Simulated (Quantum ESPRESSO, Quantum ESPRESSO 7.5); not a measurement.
## 1T-TiO2, 1 layer: solver and mixing choices

Wanted: time, iterations and memory of 1T-TiO2, 1 layer by eigensolver and mixing.

Program: Quantum ESPRESSO 7.5. Level of theory: plane-wave DFT, PBE, SG15 norm-conserving pseudopotentials. Results are calculated unless marked as measured.

### Step 1. Starting point

The cell holds 3 atoms: 2 O and 1 Ti. Cell: a = 2.990 Å, b = 2.990 Å, c = 19.461 Å, α = 90.0°, β = 90.0°, γ = 120.0°. It derives from TiO2. Vacuum lies along c.

This sheet is a model structure: its symmetry is held, and its stability is not tested here.

### Step 2. Ground state: david, local-TF mixing, beta 0.4, history 8

The first run is the reference of the series.

c0.in reads:

```
&control
  prefix = 'c0'
  outdir = './out'
  pseudo_dir = './pseudo'
  calculation = 'scf'
  tprnfor = .true.
/
&system
  ibrav = 0
  nat = 3
  ntyp = 2
  ecutwfc = 60
  ecutrho = 240
  occupations = 'smearing'
  smearing = 'fd'
  degauss = 0.004
  assume_isolated = 'esm'
  esm_bc = 'bc1'
/
&electrons
  conv_thr = 1e-07
  mixing_beta = 0.4
  electron_maxstep = 80
  mixing_mode = 'local-TF'
  diagonalization = 'david'
  mixing_ndim = 8
/
ATOMIC_SPECIES
  O   15.9990  O_ONCV_PBE-1.2.upf
  Ti  47.8670  Ti_ONCV_PBE-1.2.upf
CELL_PARAMETERS angstrom
  2.99000000000000 0.00000000000000 0.00000000000000
  -1.49500000000000 2.58941595731547 0.00000000000000
  0.00000000000000 0.00000000000000 19.46119212307099
ATOMIC_POSITIONS crystal
  O   0.666666666667 0.333333333333 -0.063233333999
  Ti  0.000000000000 0.000000000000 0.000000000000
  O   0.333333333333 0.666666666667 0.063233333999
K_POINTS automatic
  12 12 1 0 0 0
```

The run is started by

```
$ OMP_NUM_THREADS=1 mpirun -n 4 pw.x -nk 4 -in c0.in > c0.out
```

The program printed:

```text
Program PWSCF v.7.5 starts
[citation notice left out]

     Parallel version (MPI & OpenMP), running on       4 processor cores
     Number of MPI processes:                 4
     Threads/MPI process:                     1

     MPI processes distributed on     1 nodes
[...]
Current dimensions of program PWSCF are:
     Max number of different atomic species (ntypx) = 10
     Max number of k-points (npk) =  40000
     Max angular momentum in pseudopotentials (lmaxx) =  4
     Message from routine setup:
     using ibrav=0 with symmetry is DISCOURAGED, use correct ibrav instead

     K-points division:     npool     =       4
     Subspace diagonalization in iterative solution of the eigenvalue problem:
     a serial algorithm will be used

     G-vector sticks info
     --------------------
     sticks:   dense  smooth     PW     G-vecs:    dense   smooth      PW
     Sum         517     517    163                63649    63649   10557

     Using Slab Decomposition

     bravais-lattice index     =            0
     lattice parameter (alat)  =       5.6503  a.u.
     unit-cell volume          =    1016.8082 (a.u.)^3
     number of atoms/cell      =            3
     number of atomic types    =            2
     number of electrons       =        24.00
     number of Kohn-Sham states=           16
     kinetic-energy cutoff     =      60.0000  Ry
     charge density cutoff     =     240.0000  Ry
     scf convergence threshold =      1.0E-07
     mixing beta               =       0.4000
     number of iterations used =            8  local-TF  mixing
     Exchange-correlation= PBE
                           (   1   4   3   4   0   0   0)

     Effective Screening Medium Method
     =================================
     Boundary Conditions: Vacuum-Slab-Vacuum
     total charge in unit cell        =   0.0000
     grid points for fit at edges     =        4

     celldm(1)=   5.650281  celldm(2)=   0.000000  celldm(3)=   0.000000
     celldm(4)=   0.000000  celldm(5)=   0.000000  celldm(6)=   0.000000

     crystal axes: (cart. coord. in units of alat)
               a(1) = (   1.000000   0.000000   0.000000 )
               a(2) = (  -0.500000   0.866025   0.000000 )
               a(3) = (   0.000000   0.000000   6.508760 )

     reciprocal axes: (cart. coord. in units 2 pi/alat)
               b(1) = (  1.000000  0.577350 -0.000000 )
               b(2) = (  0.000000  1.154701  0.000000 )
               b(3) = (  0.000000 -0.000000  0.153639 )

     PseudoPot. # 1 for O  read from file:
     ./pseudo/O_ONCV_PBE-1.2.upf
     Pseudo is Norm-conserving, Zval =  6.0
     Generated using ONCVPSP code by D. R. Hamann
     Using radial grid of  602 points,  4 beta functions with:
                l(1) =   0
                l(2) =   0
                l(3) =   1
                l(4) =   1

     PseudoPot. # 2 for Ti read from file:
     ./pseudo/Ti_ONCV_PBE-1.2.upf
     Pseudo is Norm-conserving, Zval = 12.0
     Generated using ONCVPSP code by D. R. Hamann
     Using radial grid of  602 points,  6 beta functions with:
                l(1) =   0
                l(2) =   0
                l(3) =   1
                l(4) =   1
                l(5) =   2
                l(6) =   2

     atomic species   valence    mass     pseudopotential
     O                 6.00    15.99900     O ( 1.00)
     Ti               12.00    47.86700     Ti( 1.00)

     12 Sym. Ops., with inversion, found

   Cartesian axes

     site n.     atom                  positions (alat units)
         1        O      tau(   1) = (   0.5000000   0.2886751  -0.4115706  )
         2        Ti     tau(   2) = (   0.0000000   0.0000000   0.0000000  )
         3        O      tau(   3) = (  -0.0000000   0.5773503   0.4115706  )

     number of k points=    19  Fermi-Dirac smearing, width (Ry)=  0.0040
                       cart. coord. in units 2pi/alat
        k(    1) = (   0.0000000   0.0000000   0.0000000), wk =   0.0138889
        k(    2) = (   0.0000000   0.0962250   0.0000000), wk =   0.0833333
        k(    3) = (   0.0000000   0.1924501   0.0000000), wk =   0.0833333
        k(    4) = (   0.0000000   0.2886751   0.0000000), wk =   0.0833333
        k(    5) = (   0.0000000   0.3849002   0.0000000), wk =   0.0833333
        k(    6) = (   0.0000000   0.4811252   0.0000000), wk =   0.0833333
        k(    7) = (   0.0000000  -0.5773503   0.0000000), wk =   0.0416667
        k(    8) = (   0.0833333   0.1443376   0.0000000), wk =   0.0833333
        k(    9) = (   0.0833333   0.2405626   0.0000000), wk =   0.1666667
        k(   10) = (   0.0833333   0.3367877   0.0000000), wk =   0.1666667
[...]
k(   19) = (   0.3333333   0.5773503   0.0000000), wk =   0.0277778

     Dense  grid:    63649 G-vectors     FFT dimensions: (  27,  27, 192)

     Estimated max dynamical RAM per process >      83.63 MB

     Estimated total dynamical RAM >     287.89 MB

     Initial potential from superposition of free atoms

     starting charge      23.8884, renormalised to      24.0000

     negative rho (up, down):  6.478E-04 0.000E+00
     Starting wfcs are random

     total cpu time spent up to now is        0.5 secs

     per-process dynamical memory:    48.7 Mb

     Self-consistent Calculation

     iteration #  1     ecut=    60.00 Ry     beta= 0.40
     Davidson diagonalization with overlap
     c_bands:  1 eigenvalues not converged
     c_bands:  1 eigenvalues not converged
     ethr =  1.00E-02,  avg # of iterations = 39.1

     negative rho (up, down):  6.828E-04 0.000E+00

     total cpu time spent up to now is        8.8 secs

     total energy              =    -179.22656659 Ry
     estimated scf accuracy    <       1.21720635 Ry

     iteration #  2     ecut=    60.00 Ry     beta= 0.40
[...]
negative rho (up, down):  7.888E-04 0.000E+00

[...]
total energy              =    -179.03091342 Ry
     estimated scf accuracy    <       0.53661336 Ry

     iteration #  3     ecut=    60.00 Ry     beta= 0.40
[...]
c_bands:  1 eigenvalues not converged
[...]
negative rho (up, down):  1.329E-04 0.000E+00

[...]
total energy              =    -179.14725360 Ry
     estimated scf accuracy    <       2.17993152 Ry

     iteration #  4     ecut=    60.00 Ry     beta= 0.40
[...]
negative rho (up, down):  2.107E-04 0.000E+00

[...]
total energy              =    -179.45898183 Ry
     estimated scf accuracy    <       0.01899610 Ry

     iteration #  5     ecut=    60.00 Ry     beta= 0.40
[...]
c_bands:  3 eigenvalues not converged
     c_bands:  1 eigenvalues not converged
[...]
negative rho (up, down):  8.808E-04 0.000E+00

[...]
total energy              =    -179.51289214 Ry
     estimated scf accuracy    <       0.02060549 Ry

     iteration #  6     ecut=    60.00 Ry     beta= 0.40
[...]
negative rho (up, down):  3.467E-05 0.000E+00

[...]
total energy              =    -179.44849033 Ry
     estimated scf accuracy    <       0.90231317 Ry

     iteration #  7     ecut=    60.00 Ry     beta= 0.40
[...]
negative rho (up, down):  9.922E-06 0.000E+00

[...]
total energy              =    -179.50490855 Ry
     estimated scf accuracy    <       0.03782819 Ry

     iteration #  8     ecut=    60.00 Ry     beta= 0.40
[...]
negative rho (up, down):  2.940E-06 0.000E+00

[...]
total energy              =    -179.50683511 Ry
     estimated scf accuracy    <       0.00595242 Ry

     iteration #  9     ecut=    60.00 Ry     beta= 0.40
[...]
negative rho (up, down):  3.069E-06 0.000E+00

[...]
total energy              =    -179.51937099 Ry
     estimated scf accuracy    <       0.05120424 Ry

     iteration # 10     ecut=    60.00 Ry     beta= 0.40
[...]
negative rho (up, down):  4.501E-06 0.000E+00

[...]
total energy              =    -179.51925464 Ry
     estimated scf accuracy    <       0.04592374 Ry

     iteration # 11     ecut=    60.00 Ry     beta= 0.40
[...]
negative rho (up, down):  3.778E-06 0.000E+00

[...]
total energy              =    -179.51505373 Ry
     estimated scf accuracy    <       0.04759308 Ry

     iteration # 12     ecut=    60.00 Ry     beta= 0.40
[...]
negative rho (up, down):  3.037E-06 0.000E+00

[...]
total energy              =    -179.51527101 Ry
     estimated scf accuracy    <       0.03368748 Ry

     iteration # 13     ecut=    60.00 Ry     beta= 0.40
[...]
negative rho (up, down):  1.872E-05 0.000E+00

[...]
total energy              =    -179.53775931 Ry
     estimated scf accuracy    <       0.03321055 Ry

     iteration # 14     ecut=    60.00 Ry     beta= 0.40
[...]
negative rho (up, down):  5.298E-05 0.000E+00

[...]
total energy              =    -179.56001116 Ry
     estimated scf accuracy    <       0.21695596 Ry

[...]
iteration # 21     ecut=    60.00 Ry     beta= 0.40
[...]
c_bands:  1 eigenvalues not converged
[...]
negative rho (up, down):  4.168E-08 0.000E+00

[...]
total energy              =    -179.51018690 Ry
     estimated scf accuracy    <       0.00010265 Ry

     iteration # 22     ecut=    60.00 Ry     beta= 0.40
[...]
negative rho (up, down):  3.190E-05 0.000E+00

[...]
total energy              =    -179.51025855 Ry
     estimated scf accuracy    <       0.00003141 Ry

     iteration # 23     ecut=    60.00 Ry     beta= 0.40
[...]
negative rho (up, down):  1.046E-04 0.000E+00

[...]
total energy              =    -179.51021119 Ry
     estimated scf accuracy    <       0.00021869 Ry

     iteration # 24     ecut=    60.00 Ry     beta= 0.40
[...]
negative rho (up, down):  6.921E-05 0.000E+00

[...]
total energy              =    -179.51020677 Ry
     estimated scf accuracy    <       0.00000720 Ry

     iteration # 25     ecut=    60.00 Ry     beta= 0.40
[...]
negative rho (up, down):  1.306E-05 0.000E+00

[...]
total energy              =    -179.51021851 Ry
     estimated scf accuracy    <       0.00000368 Ry

     iteration # 26     ecut=    60.00 Ry     beta= 0.40
[...]
negative rho (up, down):  5.715E-06 0.000E+00

[...]
total energy              =    -179.51021479 Ry
     estimated scf accuracy    <       0.00000064 Ry

     iteration # 27     ecut=    60.00 Ry     beta= 0.40
[...]
negative rho (up, down):  3.045E-08 0.000E+00

[...]
total energy              =    -179.51021465 Ry
     estimated scf accuracy    <       0.00000011 Ry

     iteration # 28     ecut=    60.00 Ry     beta= 0.40
[...]
End of self-consistent calculation

          k = 0.0000 0.0000 0.0000 (  7873 PWs)   bands (ev):

   -65.7754 -41.9061 -41.7335 -41.7335 -25.6448 -24.7463 -12.3603 -11.1089
   -11.1089  -9.5635  -8.8910  -8.8910  -6.6367  -6.6364  -5.9412  -3.9443

          k = 0.0000 0.0962 0.0000 (  7870 PWs)   bands (ev):

   -65.7714 -41.8994 -41.7639 -41.7398 -25.5815 -24.7542 -12.2554 -11.2730
   -11.0651  -9.4171  -9.2356  -9.0194  -6.6170  -6.5065  -5.9159  -4.0648

          k = 0.0000 0.1925 0.0000 (  7932 PWs)   bands (ev):

   -65.7605 -41.8817 -41.8456 -41.7570 -25.4097 -24.7755 -11.9811 -11.5564
   -10.9628 -10.0259  -9.2925  -9.2159  -6.6621  -6.2216  -5.8171  -4.2602

          k = 0.0000 0.2887 0.0000 (  7952 PWs)   bands (ev):

   -65.7455 -41.9575 -41.8553 -41.7803 -25.1831 -24.7908 -11.8890 -11.5194
   -10.8730 -10.8229  -9.5234  -9.2505  -6.8065  -5.9294  -5.6498  -4.2653

          k = 0.0000 0.3849 0.0000 (  7980 PWs)   bands (ev):

   -65.7305 -42.0662 -41.8301 -41.8036 -25.0165 -24.7407 -12.1486 -11.5368
   -10.9226 -10.8689  -9.6121  -9.5220  -6.9774  -5.6983  -5.4597  -4.0425

          k = 0.0000 0.4811 0.0000 (  8004 PWs)   bands (ev):

   -65.7195 -42.1448 -41.8205 -41.8115 -24.9816 -24.6123 -12.5386 -11.4665
   -10.9230 -10.8042  -9.7534  -9.5987  -7.1167  -5.5502  -5.2942  -3.7801

[...]
the Fermi energy is    -8.0530 ev

!    total energy              =    -179.51021528 Ry
     estimated scf accuracy    <       0.00000002 Ry
     smearing contrib. (-TS)   =      -0.00000000 Ry
     internal energy E=F+TS    =    -179.51021528 Ry

     The total energy is F=E-TS. E is the sum of the following terms:
     one-electron contribution =     498.34686418 Ry
     hartree contribution      =    -253.47124208 Ry
     xc contribution           =     -27.97520167 Ry
     ewald contribution        =    -396.41063572 Ry

     convergence has been achieved in  28 iterations

     Forces acting on atoms (cartesian axes, Ry/au):

     atom    1 type  1   force =     0.00000000    0.00000000    0.16318230
     atom    2 type  2   force =     0.00000000    0.00000000    0.00000000
     atom    3 type  1   force =     0.00000000   -0.00000000   -0.16318230

     Total force =     0.230775     Total SCF correction =     0.000379

[...]
=------------------------------------------------------------------------------=
   JOB DONE.
=------------------------------------------------------------------------------=
[...]
```

The job ended after 49 s (4 MPI ranks of Arm Neoverse V2, shared host; peak memory 0.38 GiB; 3.2 min of CPU time).

Read from the output:

| Quantity | Value |
| --- | --- |
| free energy | -2442.3609 eV |
| Fermi energy | -8.053 eV |
| valence top, on the run's zero | -8.891 eV |
| conduction bottom, on the run's zero | -7.173 eV |
| gap by band count | 1.718 eV |
| vacuum line at the lower end of the cell, over the valence top | 8.891 eV |
| vacuum line at the upper end of the cell, over the valence top | 8.891 eV |

Electrostatic potential energy of an electron; zero at the highest filled level of the SCF mesh. The potential energy, planar mean by z:

```
z (Å)  potential energy, planar mean (eV)
   -9                                8.89
   -8                                8.89
   -7                                8.89
   -6                                8.89
   -5                                8.89
   -4                                8.89
   -3                                8.86
   -2                                7.42
   -1                               -5.89
    0                               -17.7
    1                               -5.89
    2                                7.42
    3                                8.86
    4                                8.89
    5                                8.89
    6                                8.89
    7                                8.89
    8                                8.89
    9                                8.89
```

The program's own clock; routines nest. Time by routine:

```
     routine  wall time (s)  calls
       PWSCF             48      1
   electrons          47.44      1
     c_bands          33.68     28
     cegterg          30.03    145
       h_psi          24.93   1271
        fftw          22.87  22630
    vloc_psi          22.41   1271
     mix_rho           9.39     28
        ffts           5.25   3349
    sum_band           2.94     28
  add_vuspsi           1.24   1271
    v_of_rho           1.22     29
      calbec           1.21   1291
h_psi:calbec           1.18   1271
```

The vacuum levels are read from the outermost 0.7 Å of the cell on either side.

The run needed 28 iterations to bring the estimated error under 1e-07 Ry; the largest force on any atom, held or free, is 4.20 eV/Å, so this geometry is far from relaxed and its levels are not those of the real material.

Inside the slab this potential holds the local part of the pseudopotentials, which can be repulsive at the nuclei; only its value in the vacuum has a meaning of its own.

### Step 3. Ground state: david, plain mixing, beta 0.4, history 8

c1.in is the input of step 2 with these lines changed:

```diff
@@ -1,3 +1,3 @@
 &control
-  prefix = 'c0'
+  prefix = 'c1'
   outdir = './out'
@@ -23,3 +23,3 @@
   electron_maxstep = 80
-  mixing_mode = 'local-TF'
+  mixing_mode = 'plain'
   diagonalization = 'david'
```

The run is started by

```
$ OMP_NUM_THREADS=1 mpirun -n 4 pw.x -nk 4 -in c1.in > c1.out
```

The program printed:

```text
[banner, memory and clock lines left out]
Program PWSCF v.7.5 starts
[...]
Message from routine setup:
[...]
number of electrons       =        24.00
     number of Kohn-Sham states=           16
     kinetic-energy cutoff     =      60.0000  Ry
     charge density cutoff     =     240.0000  Ry
[...]
number of k points=    19  Fermi-Dirac smearing, width (Ry)=  0.0040
[...]
Dense  grid:    63649 G-vectors     FFT dimensions: (  27,  27, 192)
[...]
negative rho (up, down):  6.478E-04 0.000E+00
     Starting wfcs are random
[...]
estimated scf accuracy    <       1.21720635 Ry
[...]
estimated scf accuracy    <       1.37607849 Ry
[...]
estimated scf accuracy    <       0.06125102 Ry
[...]
estimated scf accuracy    <       0.00723397 Ry
[...]
negative rho (up, down):  4.258E-03 0.000E+00
[...]
estimated scf accuracy    <       0.01301804 Ry
[...]
negative rho (up, down):  2.271E-03 0.000E+00
[...]
estimated scf accuracy    <       0.00070040 Ry
[...]
negative rho (up, down):  3.136E-03 0.000E+00
[...]
estimated scf accuracy    <       0.00050959 Ry
[...]
negative rho (up, down):  4.777E-04 0.000E+00
[...]
estimated scf accuracy    <       0.00108411 Ry
[...]
negative rho (up, down):  4.624E-04 0.000E+00
[...]
estimated scf accuracy    <       0.00029067 Ry
[...]
negative rho (up, down):  1.897E-04 0.000E+00
[...]
estimated scf accuracy    <       0.00017497 Ry
[...]
negative rho (up, down):  1.393E-04 0.000E+00
[...]
estimated scf accuracy    <       0.00019503 Ry
[...]
estimated scf accuracy    <       0.00002097 Ry
[...]
estimated scf accuracy    <       0.00008880 Ry
[...]
estimated scf accuracy    <       0.00008041 Ry
[...]
estimated scf accuracy    <       0.00009838 Ry
[...]
estimated scf accuracy    <       0.00011534 Ry
[...]
negative rho (up, down):  5.641E-05 0.000E+00
[...]
estimated scf accuracy    <       0.00008631 Ry
[...]
negative rho (up, down):  4.351E-05 0.000E+00
[...]
estimated scf accuracy    <       0.00000362 Ry
[...]
negative rho (up, down):  6.220E-05 0.000E+00
[...]
estimated scf accuracy    <       0.00005607 Ry
[...]
estimated scf accuracy    <       0.00000147 Ry
[...]
negative rho (up, down):  1.226E-06 0.000E+00
[...]
estimated scf accuracy    <       0.00000582 Ry
[...]
the Fermi energy is    -8.0474 ev
!    total energy              =    -179.51021517 Ry
     estimated scf accuracy    <       0.00000008 Ry
     smearing contrib. (-TS)   =      -0.00000000 Ry
     internal energy E=F+TS    =    -179.51021517 Ry
[...]
one-electron contribution =     498.34377389 Ry
     hartree contribution      =    -253.46770739 Ry
     xc contribution           =     -27.97564594 Ry
     ewald contribution        =    -396.41063572 Ry
     convergence has been achieved in  22 iterations
[...]
Total force =     0.230906     Total SCF correction =     0.000434
[...]
```

Wall time 34 s (4 MPI ranks); peak memory 0.37 GiB.

Numbers from this step:

| Property | Result |
| --- | --- |
| Fermi energy | -8.047 eV |
| valence top, on the run's zero | -8.885 eV |
| conduction bottom, on the run's zero | -7.167 eV |
| vacuum line at the lower end of the cell, over the valence top | 8.885 eV |
| vacuum line at the upper end of the cell, over the valence top | 8.885 eV |

The program's own clock; routines nest. Time by routine:

```
     routine  wall time (s)  calls
       PWSCF          33.05      1
   electrons          32.47      1
     c_bands          28.98     22
     cegterg          25.68    115
       h_psi          21.32   1038
        fftw          19.41  19154
    vloc_psi          19.17   1038
    sum_band           2.32     22
  add_vuspsi           1.06   1038
      calbec           1.04   1058
h_psi:calbec           1.01   1038
    v_of_rho           0.88     23
    init_run           0.44      1
   init_us_2           0.37    230
```

Counted from each run's own zero (the valence top), the vacuum level differs from the first run's by -6 meV.

(Continued in part 2 of 4.)

[Logs are printed without paths, hosts, clocks, repeated set-up lines and the standing remarks that a program may print on its own settings, such as how far it seeks lower states.]

[Hosts, paths, dates, database ids (printed as entryN), source tags and the programs' standing remarks are cut or masked in the printed files.]

[Maps of the electrostatic potential energy from Ansatz leave out the sawtooth potential of an applied field or a dipole correction, so their vacuum need not be flat; planar profiles and work functions include it.]
